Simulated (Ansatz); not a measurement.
## Work function of Ir(110): what the settings cost and change

How thick a slab and how much vacuum does the work function of Ir(110) need?

Method: plane-wave DFT, PBE, Ansatz PAW, in Ansatz 0.2.0.

## Step 1: Starting point

The cell holds 1 atom: 1 Ir. Its edges and angles: a = 3.840 Å, b = 2.715 Å, c = 18.000 Å, α = 90.0°, β = 90.0°, γ = 90.0°. Vacuum lies along c.

## Step 2: Run, setting 1 layer

A work function rests on the faint tail of the density, so the SCF threshold is tight. The slab grows from one layer, at fixed mesh and 18 Å of vacuum; then the vacuum is varied on one slab.

The input, input.yaml:

```yaml
crystal:
  lattice:
    - [3.84, 0.0, 0.0]
    - [0.0, 2.7152900398, 0.0]
    - [0.0, 0.0, 18.0]
  atoms:
    - { symbol: Ir, position: [0.5, 0.5, 0.5] }
kpoints:
  mp_grid: { grid: [11, 15, 1] }
hamiltonian:
  xc: pbe
scf:
  occupations: { method: fermi_dirac, width: 0.1 }
  convergence: { dr2_threshold: 1.0e-09 }
efield:
  axis: 3
  dipole_correction: true
  ramp_position: 0.97
  ramp_width: 0.06
output:
  write_potential: true
  write_density: true
  volumetric_format: npy
  elf: true
```

On the command line:

```console
$ ansatz run input.yaml --threads 2 --pin off --max-ram 3072MiB --backend cpu --events-out ev --progress --plain --runs-dir out
```

Numbers of over 12 decimals in the logs are rounded to 6 here.

What it wrote:

```text
Engine: ansatz 0.2.0, aarch64-unknown-linux-gnu
Pseudopotentials: kind: paw
Pseudopotential: Ir, paw, valence charge 17, recommended cutoff 420 eV (normal), Ir.paw.azcp
Functional definition: PBE
  parameter kappa = 0.804
  parameter beta = 0.066725
  exchange = pbe_x(kappa = kappa, mu = beta*pi^2/3)
  correlation = pbe_c(beta = beta)
Crystal: 1 atoms, lattice volume = 187.681 Å³
Basis set: ecut = 420 eV, 3677 PW (Γ)
Bands: 13, of which v1, the nominal top of the filled ones, is band 9 counted from 1 (8 counted from 0)
Symmetry: 4 space group operations
k-points: 48 of 165
Non-local potential: Ir, projectors of the file, l = 0: 3, l = 1: 2, l = 2: 2, l = 3: 1
PAW form: soft (Blöchl's): semilocal exchange-correlation on the pseudo side does not see the compensation charge
PAW one-centre angular grid: Ir, 590 points (default); XC on 64 Gauss nodes
Initial density: superposition of atomic densities (neutral atoms: chi_scale 0, normalization atom), corrected by the library's trained network
Initial wavefunctions: pseudopotential atomic-orbital guess
Functional: x = pbe(κ = 0.804, μ = 0.219515), c = pbe(β = 0.066725)
SCF iter   1: F=—  HF=-11930.769611 eV  |F-HF|=—  |Δ(HF+E_count)|=         —  Δρ=3.23e-3  dr2=8.47e-3  ethr=1.77e-3  p=-0.000 e·Å  D=-4.88e-15 V/Å  ΔV_dip=0.00 eV  dr2_dipole=8.37e-12  V_vac-E_F(+/−)=5.76/5.76 eV  ⟨swp⟩=5.1  Hψ=3478  notcnv=0
efield: sawtooth ramp at fractional position 0.9700 (set: `efield.ramp_position`, or a place that a band, a saddle search or an elastic batch's reference lends), width 0.0600; the density the first Hamiltonian is built on has a dipole p = -0.000 e·Å; the dipole correction subtracts the counter field D = -4.88e-15 V/Å, which shifts the + side's vacuum level by +0.00 eV against the − side's; the planar-averaged density in the ramp window peaks in size at 2.0e-5 e/Å³
preconditioner: auto → LDOS  [metal: Δε(μ)=0.001 eV  Ē_g=5.886 eV  σ=0.100 eV  W_gap=0.00  n_scr=20 (ndim 8)  ℏωp=8.1 eV  f_vac=0.751  D(μ)=4.80/eV (n_scr^D=26)  β→1.0]
SCF iter   2: F=—  HF=-11930.771606 eV  |F-HF|=—  |Δ(HF+E_count)|=   2.00e-3  Δρ=9.75e-4  dr2=7.62e-4  ethr=4.98e-5  p=-0.000 e·Å  D=-2.84e-6 V/Å  ΔV_dip=0.00 eV  dr2_dipole=5.59e-11  V_vac-E_F(+/−)=6.01/6.01 eV  ⟨swp⟩=2.1  Hψ=1440  notcnv=0
SCF iter   3: F=—  HF=-11930.771794 eV  |F-HF|=—  |Δ(HF+E_count)|=   1.88e-4  Δρ=6.09e-4  dr2=4.77e-4  ethr=4.48e-6  p=-0.000 e·Å  D=-5.06e-7 V/Å  ΔV_dip=0.00 eV  dr2_dipole=4.85e-13  V_vac-E_F(+/−)=6.01/6.01 eV  ⟨swp⟩=2.8  Hψ=1158  notcnv=0
SCF iter   4: F=—  HF=-11930.771695 eV  |F-HF|=—  |Δ(HF+E_count)|=   9.89e-5  Δρ=1.28e-4  dr2=3.18e-5  ethr=2.81e-6  p=-0.000 e·Å  D=-4.56e-7 V/Å  ΔV_dip=0.00 eV  dr2_dipole=7.78e-14  V_vac-E_F(+/−)=6.01/6.01 eV  ⟨swp⟩=1.0  Hψ=624  notcnv=0
SCF iter   5: F=—  HF=-11930.771691 eV  |F-HF|=—  |Δ(HF+E_count)|=   3.92e-6  Δρ=4.57e-5  dr2=3.57e-6  ethr=1.87e-7  p=-0.000 e·Å  D=-3.68e-7 V/Å  ΔV_dip=0.00 eV  dr2_dipole=5.91e-13  V_vac-E_F(+/−)=6.02/6.02 eV  ⟨swp⟩=2.7  Hψ=953  notcnv=0
SCF iter   6: F=—  HF=-11930.771690 eV  |F-HF|=—  |Δ(HF+E_count)|=   1.18e-6  Δρ=2.22e-5  dr2=6.79e-7  ethr=2.10e-8  p=-0.000 e·Å  D=-1.46e-7 V/Å  ΔV_dip=0.00 eV  dr2_dipole=5.06e-14  V_vac-E_F(+/−)=6.02/6.02 eV  ⟨swp⟩=2.3  Hψ=831  notcnv=0
SCF iter   7: F=—  HF=-11930.771692 eV  |F-HF|=—  |Δ(HF+E_count)|=   2.21e-6  Δρ=3.89e-6  dr2=3.66e-8  ethr=3.99e-9  p=-0.000 e·Å  D=-6.06e-8 V/Å  ΔV_dip=0.00 eV  dr2_dipole=3.46e-15  V_vac-E_F(+/−)=6.02/6.02 eV  ⟨swp⟩=1.6  Hψ=752  notcnv=0
SCF iter   8: F=—  HF=-11930.771692 eV  |F-HF|=—  |Δ(HF+E_count)|=   7.73e-8  Δρ=8.41e-7  dr2=1.36e-9  ethr=2.15e-10  p=-0.000 e·Å  D=-1.67e-8 V/Å  ΔV_dip=0.00 eV  dr2_dipole=1.70e-15  V_vac-E_F(+/−)=6.02/6.02 eV  ⟨swp⟩=2.0  Hψ=829  notcnv=0
SCF iter   9: F=-11930.771692 eV  HF=-11930.771692 eV  |F-HF|=2.29e-10  |Δ(HF+E_count)|=   4.72e-9  Δρ=1.87e-7  dr2=1.17e-10  ethr=5.88e-12  p=0.000 e·Å  D=2.23e-9 V/Å  ΔV_dip=-0.00 eV  dr2_dipole=1.86e-15  V_vac-E_F(+/−)=6.02/6.02 eV  ⟨swp⟩=4.6  Hψ=1841  notcnv=0
SCF 1 converged in 9 iterations: F = -11930.771692 eV  dr2 = 1.17e-10
  greatest PAW one-centre occupation: 1.000 electrons in one spin orbital (limit 2), on the Ir atom at site 0 (counted from 0), in its partial waves of l = 0
WARN: The output density's exchange-correlation potential varies sharply where the density is thin. Do not read a vacuum level from v_tot or v_xc, or from such a field of the output density. On a cell that repeats whose density bears no net charge and no dipole along the vacuum's axis use v_es (v_loc + v_h of the components); under efield.dipole_correction with no amplitude use v_es + v_field, which holds any externa [...]
SCF converged after 9 iterations
Free energy (F): -11930.771692 eV
Harris-Foulkes:  -11930.771692 eV  (|F-HF|=2.29e-10)
Internal energy: -11930.618036 eV  (E = F + TS)
E sigma→0 (E₀):  -11930.694864 eV
Entropy (-TS):   -0.153656 eV (-153.656 meV/atom)
Fermi energy:    -3.633552 eV
Dipole field:    D = -0.000000 V/Å  (p = -0.000000 e·Å, saw-weighted, corrected)
Work function:   Φ+ = 6.0184 eV   Φ− = 6.0183 eV
Levels:          The Fermi level and band energies are counted from a zero that moves with the ramp; work functions are not
--- Per-component energies (eV) ---
  E_band       = -541.407588
  E_kinetic    = 615.636005
  E_local      = -8161.847746  (includes V_loc(G=0)·N_el)
  E_nonlocal   = 75.915512
  E_hartree    = 3726.186053
  E_xc         = -261.152364
  E_vxc        = -290.594928  (∫ρ·V_xc dr)
  E_paw        = -9224.039202  (= ΣΔE_a)
  E_vpaw       = -232.889426  (= ΣTr[D̂ρ^β])
  E_aug_tail   = 0.000062  (compensation charges beyond the density's cutoff)
  E_efield     = 0.000000  (sawtooth field / dipole correction)
  E_vefield    = 0.000000  (∫n·V_field dr)
  E_ewald      = 1298.683643
  E_smearing   = -0.153656  (= −TS)
  E_closure    = 0.000000  (closes the sum)
  Σ components = -11930.771692   (vs F -11930.771692, Δ=0.00e0)
--- Band table (eV; the first three rows and the last of 48) ---
  k-point 0: bands = [... 5 lower, -5.6553, -4.4241, -4.0792, -2.8911, -2.8693, -0.7976, 2.0910, 2.7519]
  k-point 1: bands = [... 5 lower, -5.6034, -4.3932, -4.0586, -3.1120, -3.0588, -0.5693, 2.1788, 2.8533]
  k-point 2: bands = [... 5 lower, -5.4526, -4.3037, -4.0001, -3.6461, -3.4898, -0.0506, 2.4423, 3.1519]
  k-point 47: bands = [... 5 lower, -5.6918, -3.8693, -3.5899, -2.8730, 0.6615, 3.0399, 3.9595, 5.7925]
```

Elapsed: 20 s, on 2 threads of Arm Neoverse N1, shared host; peak memory 0.48 GiB.

The column dr2 measures how far the density is from self-consistency, as an energy; F and HF (Harris–Foulkes) agree once it is small.

Numbers from this step:

* energy at zero smearing: -11930.6949 eV
* work function, upper face: 6.018 eV

Running mean over 1.358 Å of the planar mean; the ramp of the sawtooth is left out. Electron's electrostatic potential energy less the Fermi level against z:

```tsv
z (Å)	electron's electrostatic potential energy less the Fermi level (eV)
2.88	6.02
3.17	6.02
3.60	6.02
3.89	6.02
4.18	6.02
4.46	6.02
4.90	6.02
5.18	6.02
5.47	6.01
5.90	6.00
6.19	5.98
6.48	5.94
6.91	5.74
7.20	5.40
7.49	4.61
7.78	2.84
8.21	-1.90
8.50	-5.49
8.78	-8.16
9.22	-8.16
9.50	-5.49
9.79	-1.90
10.22	2.84
10.51	4.61
10.80	5.40
11.09	5.74
11.52	5.94
11.81	5.98
12.10	6.00
12.53	6.01
12.82	6.02
13.10	6.02
13.54	6.02
13.82	6.02
14.11	6.02
14.40	6.02
14.83	6.02
15.12	6.02
```

Valence density in the ca plane at fractional y = 0.500, with atoms of Ir within 0.2 Å of it. It is the smooth field of the valence electrons, not physical close to the nuclei.

Ten steps, logarithmic in the rise over the least value, from '0' (0.0 e/Å³) to '9' (8.9 e/Å³), each cell a mean:
```
00000000000000000000111100000000000000000000
00000000000000000001233210000000000000000000
00000000000000000012477631000000000000000000
00000000000000000013799852000000000000000000
00000000000000000014799952000000000000000000
00000000000000000013689742000000000000000000
00000000000000000001355421000000000000000000
00000000000000000000122210000000000000000000
00000000000000000000011100000000000000000000
```
Columns run along c (18.0 Å), rows up along a (3.8 Å). Atoms in or near the plane, at fractional coordinates: Ir at (0.50, 0.50).

Electrostatic potential energy in the ca plane at fractional y = 0.500, with atoms of Ir within 0.2 Å of it. With pseudopotentials it is smooth inside the atoms' cores, unlike the true potential.

Ten even steps from '0' (-33 eV) to '9' (2 eV), each cell a mean:
```
99999999999999999999999999999999999999999999
99999999999999999999877899999999999999999999
99999999999999999998511379999999999999999999
99999999999999999997100048999999999999999999
99999999999999999996000038999999999999999999
99999999999999999997200058999999999999999999
99999999999999999999743589999999999999999999
99999999999999999999988999999999999999999999
99999999999999999999999999999999999999999999
```
Columns run along c (18.0 Å; values clipped at the 3rd and 97th percentile), rows up along a (3.8 Å). Atoms in or near the plane, at fractional coordinates: Ir at (0.50, 0.50).

ELF in the ca plane at fractional y = 0.500, with atoms of Ir within 0.2 Å of it. It is the smooth field of the valence electrons, not physical close to the nuclei.

Values, 5 rows by 16 columns, each cell a mean:
```
0.00 0.00 0.00 0.00 0.00 0.01 0.07 0.22 0.23 0.10 0.01 0.00 0.00 0.00 0.00 0.00
0.00 0.00 0.00 0.00 0.00 0.02 0.18 0.45 0.49 0.22 0.04 0.00 0.00 0.00 0.00 0.00
0.00 0.00 0.00 0.00 0.00 0.03 0.21 0.54 0.55 0.25 0.05 0.00 0.00 0.00 0.00 0.00
0.00 0.00 0.00 0.00 0.00 0.02 0.16 0.38 0.41 0.20 0.03 0.00 0.00 0.00 0.00 0.00
0.00 0.00 0.00 0.00 0.00 0.00 0.05 0.19 0.21 0.07 0.01 0.00 0.00 0.00 0.00 0.00
```
Columns run along c (18.0 Å), rows up along a (3.8 Å). Atoms in or near the plane, at fractional coordinates: Ir at (0.50, 0.50).

The work function is 6.018 eV.

## Step 3: Slab, 2 atoms

System of this step: Ir(110). The cell holds 2 atoms: 2 Ir. Cell: a = 3.840 Å, b = 2.715 Å, c = 19.358 Å, α = 90.0°, β = 90.0°, γ = 90.0°. Vacuum lies along c.

input.yaml, the sections that differ from step 2:

```yaml
crystal:
  lattice:
    - [3.84, 0.0, 0.0]
    - [0.0, 2.7152900398, 0.0]
    - [0.0, 0.0, 19.3576450199]
  atoms:
    - { symbol: Ir, position: [0.5, 0.5, 0.4649325882] }
    - { symbol: Ir, position: [0.0, 0.0, 0.5350674118] }
output:
  write_potential: true
  write_density: true
  volumetric_format: npy
# kpoints, hamiltonian, scf, efield: as in step 2
```

What it wrote:

```text
[...]
Crystal: 2 atoms, lattice volume = 201.837 Å³
Basis set: ecut = 420 eV, 3957 PW (Γ)
Bands: 21, of which v1, the nominal top of the filled ones, is band 17 counted from 1 (16 counted from 0)
Symmetry: 4 space group operations
k-points: 48 of 165
[...]
k-point 0: bands = [... 13 lower, -2.4616, -1.6902, -1.5085, -1.4678, -1.0889, -0.5211, 0.1688, 3.1243]
  k-point 1: bands = [... 13 lower, -2.7873, -1.7912, -1.6623, -1.4205, -0.7270, -0.4828, -0.0048, 3.2240]
  k-point 2: bands = [... 13 lower, -3.2394, -2.1720, -1.9892, -1.0227, -0.4315, -0.3689, -0.1971, 3.5091]
  k-point 47: bands = [... 13 lower, -2.2152, -1.8629, -1.8139, -0.1208, -0.0406, 2.0802, 2.5356, 5.7729]
[key lines of the parts left out:]
SCF converged after 9 iterations
Free energy (F): -23866.969310 eV
Fermi energy:    -0.840070 eV
Dipole field:    D = 0.000003 V/Å  (p = 0.000003 e·Å, saw-weighted, corrected)
Work function:   Φ+ = 5.1688 eV   Φ− = 5.1689 eV
```

The job ended after 26 s (2 threads; peak memory 0.5 GiB; 46 s of CPU time).

The work function is 5.169 eV, -0.850 eV from the run “1 layer”, at 1.4 times its CPU time.

## Step 4: Run, 3 atoms

System of this step: Ir(110). The cell holds 3 atoms: 3 Ir. Its edges and angles: a = 3.840 Å, b = 2.715 Å, c = 20.715 Å, α = 90.0°, β = 90.0°, γ = 90.0°. Vacuum lies along c.

input.yaml, the sections that differ from step 3:

```yaml
crystal:
  lattice:
    - [3.84, 0.0, 0.0]
    - [0.0, 2.7152900398, 0.0]
    - [0.0, 0.0, 20.7152900398]
  atoms:
    - { symbol: Ir, position: [0.0, 0.0, 0.4344616939] }
    - { symbol: Ir, position: [0.5, 0.5, 0.5] }
    - { symbol: Ir, position: [0.0, 0.0, 0.5655383061] }
# kpoints, hamiltonian, scf, efield, output: as in step 3
```

What it wrote:

```text
[...]
Crystal: 3 atoms, lattice volume = 215.992 Å³
Basis set: ecut = 420 eV, 4245 PW (Γ)
Bands: 31, of which v1, the nominal top of the filled ones, is band 26 counted from 1 (25 counted from 0)
Symmetry: 4 space group operations
k-points: 48 of 165
[...]
k-point 0: bands = [... 22 lower, -0.1087, -0.0720, 0.3193, 0.5990, 0.6279, 1.4444, 2.1739, 2.8371, ... 1 higher]
  k-point 1: bands = [... 22 lower, -0.2053, 0.1520, 0.3211, 0.3888, 1.0982, 1.3475, 1.9079, 2.9361, ... 1 higher]
  k-point 2: bands = [... 22 lower, -0.1927, -0.0966, 0.3648, 0.6994, 1.1639, 1.4350, 1.5263, 3.2380, ... 1 higher]
  k-point 47: bands = [... 22 lower, 0.0738, 0.4969, 1.5689, 1.6703, 1.8788, 2.8651, 3.6596, 6.6893, ... 1 higher]
[key lines of the parts left out:]
SCF converged after 9 iterations
Free energy (F): -35802.123832 eV
Fermi energy:    0.951660 eV
Dipole field:    D = 0.000000 V/Å  (p = 0.000000 e·Å, saw-weighted, corrected)
Work function:   Φ+ = 5.1078 eV   Φ− = 5.1078 eV
```

Run time: 43 s. Hardware: 2 threads; peak memory 0.59 GiB; 73 s of CPU time.

The work function is 5.108 eV, -0.061 eV from the run “2 layers”, at 1.6 times its CPU time.

## Step 5: Run, 4 atoms

System of this step: Ir(110). The cell holds 4 atoms: 4 Ir. Its edges and angles: a = 3.840 Å, b = 2.715 Å, c = 22.073 Å, α = 90.0°, β = 90.0°, γ = 90.0°. Vacuum lies along c.

input.yaml, the sections that differ from step 4:

```yaml
crystal:
  lattice:
    - [3.84, 0.0, 0.0]
    - [0.0, 2.7152900398, 0.0]
    - [0.0, 0.0, 22.0729350596]
  atoms:
    - { symbol: Ir, position: [0.5, 0.5, 0.40773916] }
    - { symbol: Ir, position: [0.0, 0.0, 0.4692463867] }
    - { symbol: Ir, position: [0.5, 0.5, 0.5307536133] }
    - { symbol: Ir, position: [0.0, 0.0, 0.59226084] }
# kpoints, hamiltonian, scf, efield, output: as in step 4
```

What it wrote:

```text
[...]
Crystal: 4 atoms, lattice volume = 230.148 Å³
Basis set: ecut = 420 eV, 4537 PW (Γ)
Bands: 41, of which v1, the nominal top of the filled ones, is band 34 counted from 1 (33 counted from 0)
Symmetry: 4 space group operations
k-points: 48 of 165
[...]
k-point 0: bands = [... 30 lower, 1.1565, 1.4224, 1.9089, 2.1672, 2.5869, 2.9145, 3.1314, 3.1575, ... 3 higher]
  k-point 1: bands = [... 30 lower, 1.3140, 1.6234, 1.6870, 2.2505, 2.3661, 2.9996, 3.2115, 3.2555, ... 3 higher]
  k-point 2: bands = [... 30 lower, 1.4300, 1.5089, 1.8844, 1.9425, 2.6219, 2.6839, 3.1550, 3.4158, ... 3 higher]
  k-point 47: bands = [... 30 lower, 1.9239, 1.9360, 3.1685, 3.3283, 3.4220, 3.5522, 4.1536, 4.7851, ... 3 higher]
[key lines of the parts left out:]
SCF converged after 10 iterations
Free energy (F): -47737.242518 eV
Fermi energy:    2.561258 eV
Dipole field:    D = -0.000001 V/Å  (p = -0.000001 e·Å, saw-weighted, corrected)
Work function:   Φ+ = 4.9624 eV   Φ− = 4.9623 eV
```

Elapsed: 64 s, on 2 threads; peak memory 0.7 GiB; 1.8 min of CPU time.

The work function is 4.962 eV, -0.145 eV from the run “3 layers”, at 1.5 times its CPU time.

## Step 6: Slab, 5 atoms

System of this step: Ir(110). The cell holds 5 atoms: 5 Ir. Cell: a = 3.840 Å, b = 2.715 Å, c = 23.431 Å, α = 90.0°, β = 90.0°, γ = 90.0°. Vacuum lies along c.

input.yaml, the sections that differ from step 5:

```yaml
crystal:
  lattice:
    - [3.84, 0.0, 0.0]
    - [0.0, 2.7152900398, 0.0]
    - [0.0, 0.0, 23.4305800795]
  atoms:
    - { symbol: Ir, position: [0.0, 0.0, 0.3841134095] }
    - { symbol: Ir, position: [0.5, 0.5, 0.4420567047] }
    - { symbol: Ir, position: [0.0, 0.0, 0.5] }
    - { symbol: Ir, position: [0.5, 0.5, 0.5579432953] }
    - { symbol: Ir, position: [0.0, 0.0, 0.6158865905] }
# kpoints, hamiltonian, scf, efield, output: as in step 5
```

What it wrote:

```text
[...]
Crystal: 5 atoms, lattice volume = 244.304 Å³
Basis set: ecut = 420 eV, 4787 PW (Γ)
Bands: 51, of which v1, the nominal top of the filled ones, is band 43 counted from 1 (42 counted from 0)
Symmetry: 4 space group operations
k-points: 48 of 165
[...]
k-point 0: bands = [... 39 lower, 2.9381, 2.9674, 3.2191, 3.5794, 3.8764, 4.1178, 4.5312, 4.5800, ... 4 higher]
  k-point 1: bands = [... 39 lower, 2.7768, 3.2273, 3.3678, 3.4940, 3.8340, 3.9984, 4.3862, 4.8578, ... 4 higher]
  k-point 2: bands = [... 39 lower, 2.7956, 3.4036, 3.4578, 3.4761, 3.5857, 4.0967, 4.2028, 4.5441, ... 4 higher]
  k-point 47: bands = [... 39 lower, 3.6194, 4.3874, 4.5499, 4.7593, 4.8160, 4.9286, 5.1063, 5.8924, ... 4 higher]
[key lines of the parts left out:]
SCF converged after 10 iterations
Free energy (F): -59672.663175 eV
Fermi energy:    3.875815 eV
Dipole field:    D = -0.000000 V/Å  (p = -0.000001 e·Å, saw-weighted, corrected)
Work function:   Φ+ = 5.0031 eV   Φ− = 5.0031 eV
```

It took 86 s on 2 threads; peak memory 0.82 GiB.

The work function is 5.003 eV, +0.041 eV from the run “4 layers”, at 1.4 times its CPU time.

## Step 7: Run, 6 atoms

System of this step: Ir(110). The cell holds 6 atoms: 6 Ir. Cell: a = 3.840 Å, b = 2.715 Å, c = 24.788 Å, α = 90.0°, β = 90.0°, γ = 90.0°. Vacuum lies along c.

input.yaml, the sections that differ from step 6:

```yaml
crystal:
  lattice:
    - [3.84, 0.0, 0.0]
    - [0.0, 2.7152900398, 0.0]
    - [0.0, 0.0, 24.7882250994]
  atoms:
    - { symbol: Ir, position: [0.5, 0.5, 0.3630756121] }
    - { symbol: Ir, position: [0.0, 0.0, 0.4178453672] }
    - { symbol: Ir, position: [0.5, 0.5, 0.4726151224] }
    - { symbol: Ir, position: [0.0, 0.0, 0.5273848776] }
    - { symbol: Ir, position: [0.5, 0.5, 0.5821546328] }
    - { symbol: Ir, position: [0.0, 0.0, 0.6369243879] }
# kpoints, hamiltonian, scf, efield, output: as in step 6
```

What it wrote:

```text
[...]
Crystal: 6 atoms, lattice volume = 258.460 Å³
Basis set: ecut = 420 eV, 5075 PW (Γ)
Bands: 62, of which v1, the nominal top of the filled ones, is band 51 counted from 1 (50 counted from 0)
Symmetry: 4 space group operations
k-points: 48 of 165
[...]
k-point 0: bands = [... 47 lower, 3.9100, 4.0476, 4.0510, 4.7018, 4.8939, 4.9544, 5.4164, 5.7134, ... 7 higher]
  k-point 1: bands = [... 47 lower, 3.7730, 4.0660, 4.1819, 4.8156, 4.9009, 5.0250, 5.1539, 5.5683, ... 7 higher]
  k-point 2: bands = [... 47 lower, 3.8466, 4.0484, 4.2575, 4.8782, 4.8916, 4.9603, 4.9812, 5.3453, ... 7 higher]
  k-point 47: bands = [... 47 lower, 4.6297, 5.4819, 5.6828, 5.7154, 5.9037, 6.0393, 6.0749, 6.1355, ... 7 higher]
[key lines of the parts left out:]
SCF converged after 9 iterations
Free energy (F): -71608.044779 eV
Fermi energy:    5.040993 eV
Dipole field:    D = 0.000001 V/Å  (p = 0.000002 e·Å, saw-weighted, corrected)
Work function:   Φ+ = 5.0770 eV   Φ− = 5.0771 eV
```

Wall time 2 min (2 threads); peak memory 0.99 GiB.

The work function is 5.077 eV, +0.074 eV from the run “5 layers”, at 1.3 times its CPU time.

(Continued in part 2 of 2.)

[Logs are printed without paths, hosts, clocks, repeated set-up lines and the standing remarks that a program may print on its own settings, such as how far it seeks lower states.]

[Hosts, paths, dates, database ids (printed as entryN), source tags and the programs' standing remarks are cut or masked in the printed files.]

[Maps of the electrostatic potential energy from Ansatz leave out the sawtooth potential of an applied field or a dipole correction, so their vacuum need not be flat; planar profiles and work functions include it.]
